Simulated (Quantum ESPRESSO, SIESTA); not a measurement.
# How stiff is zincblende InP? Volume scan at PBEsol

What equilibrium volume and bulk modulus does PBEsol give for zincblende InP, and do programs with other bases and potentials agree?

Values are calculated unless marked as measured.

**1. Set-up**

The cell holds 2 atoms (1 In and 1 P). It starts from typed lattice constants, and its volume is changed by -8 to +8 %. Symmetry fixes shape and atoms, so all levels solve the scaled cells as they are.

**2. One input**

Quantum ESPRESSO 7.5: Kohn-Sham DFT, PBEsol, GBRV 1.5 ultrasoft pseudopotentials, plane waves. Its pw.in for the cell at -4 %:

```
&control
  calculation = 'scf'
  pseudo_dir = './pseudo'
  outdir = './tmp'
  disk_io = 'none'
  tprnfor = .true.
  tstress = .true.
/
&system
  ibrav = 0
  nat = 2
  ntyp = 2
  ecutwfc = 45
  ecutrho = 270
  occupations = 'smearing'
  smearing = 'fd'
  degauss = 0.000735
/
&electrons
  conv_thr = 1.0e-08
  electron_maxstep = 100
  mixing_beta = 0.7
  mixing_mode = 'plain'
  diagonalization = 'david'
/
ATOMIC_SPECIES
In 114.818 In.upf
P 30.974 P.upf
CELL_PARAMETERS angstrom
0.00000 2.93972 2.93972
2.93972 0.00000 2.93972
2.93972 2.93972 0.00000
ATOMIC_POSITIONS crystal
In 0.00000 0.00000 0.00000
P 0.25000 0.25000 0.25000
K_POINTS automatic
7 7 7 0 0 0
```

Elapsed: 14 s, on 2 MPI ranks of Arm Neoverse N1, shared host; peak memory 0.19 GiB; 27 s of CPU time.

**3. The levels**

```
                 level                      basis or training data  k-meshes  runs with an energy  CPU time  peak memory (GiB)
QE, PBEsol (reference)  plane waves, GBRV 1.5 ultrasoft, 45/270 Ry     7×7×7               9 of 9   4.1 min                0.2
    SIESTA DZP, PBEsol    DZP orbitals, shift 0.01 Ry, mesh 400 Ry     7×7×7               9 of 9   6.1 min               0.44
```

CPU times are sums over those runs, relaxations that stopped short among them, on a shared host, and rough.

**4. Energy and pressure**

Energy over each level's lowest row (meV an atom), then pressure (GPa):

```csv
volume change (%),volume (Å³/atom),"E, QE, PBEsol","E, SIESTA DZP, PBEsol","P, QE, PBEsol","P, SIESTA DZP, PBEsol"
-8,24.346,9.11,7.77,2.44,2.84
-6,24.876,2.00,1.33,0.80,1.12
-4,25.405,0.00,0.00,-0.65,-0.31
-2,25.934,2.60,3.18,-1.95,-1.57
+0,26.464,9.16,10.40,-3.09,-2.75
+2,26.993,19.46,21.15,-4.11,-3.76
+4,27.522,32.89,35.06,-5.01,-4.61
+6,28.052,49.19,51.57,-5.77,-5.39
+8,28.581,67.78,70.58,-6.43,-6.08
```

**5. Fits**

Third-order Birch–Murnaghan fits: the energy is a cubic in V^(−2/3), fitted to the energies of the rows that share one k-mesh, or through its derivative to the printed pressures. A tick marks the fit quoted below: that to energies where it misses by under 0.12 meV an atom, else that to pressures.

```
             level           fitted to  V0 (Å³/atom)  a (Å)  B0 (GPa)    B′    r.m.s. miss
        QE, PBEsol  energies, 9 rows ✓        25.359  5.876      67.0  4.84  0.04 meV/atom
        QE, PBEsol   pressures, 9 rows        25.156  5.860      69.2  4.94       0.01 GPa
SIESTA DZP, PBEsol  energies, 9 rows ✓        25.285  5.870      67.4  5.01  0.02 meV/atom
SIESTA DZP, PBEsol   pressures, 9 rows        25.287  5.870      67.6  5.06       0.02 GPa
```

Band gap on the mesh (highest filled to lowest empty Kohn-Sham level), in eV (a dash: partly filled levels, under 0.08 eV, or no levels listed in the output, here or in the reference, or no run):

```csv
volume change (%),"QE, PBEsol","SIESTA DZP, PBEsol"
-8,0.765,1.036
-6,0.652,0.904
-4,0.541,0.776
-2,0.432,0.650
+0,0.324,0.528
+2,0.219,0.408
+4,0.117,0.292
+6,-,-
+8,-,-
```

**6. Findings**

From its energies, the reference gives V0 = 25.359 Å³ an atom (a = 5.876 Å), B0 = 67 GPa and B′ = 4.8. SIESTA DZP, PBEsol (energies) lies -0.29 % from it in volume and +0.6 % in bulk modulus. Pressures and energies put V0 over 0.3 % apart for QE, PBEsol (-0.8 %), so stress and energy aren't fully consistent there. The reference's gap on the mesh falls from 0.77 eV at -8 % to 0.12 eV at +4 %. At +6 and +8 % levels are partly filled under the smearing or nearly touch, so no gap is quoted. On the same cells the other programs' gaps lie +0.18 to +0.27 eV from it.

**Limits.** The nuclei are static, without zero-point or thermal motion. Spin–orbit coupling is left out. SIESTA's automatically made basis is far from complete, and its potentials were converted by us (checked for H, C, O, Si, Ge and Ca alone). The DFT runs use Fermi–Dirac occupations of width 0.01 eV, and energies are free energies. The mesh holds the band edges only if they lie on it, and semilocal functionals put gaps under measured ones.

[Logs are printed without paths, hosts, clocks, repeated set-up lines and the standing remarks that a program may print on its own settings, such as how far it seeks lower states.]

[Hosts, paths, dates, database ids (printed as entryN), source tags and the programs' standing remarks are cut or masked in the printed files.]
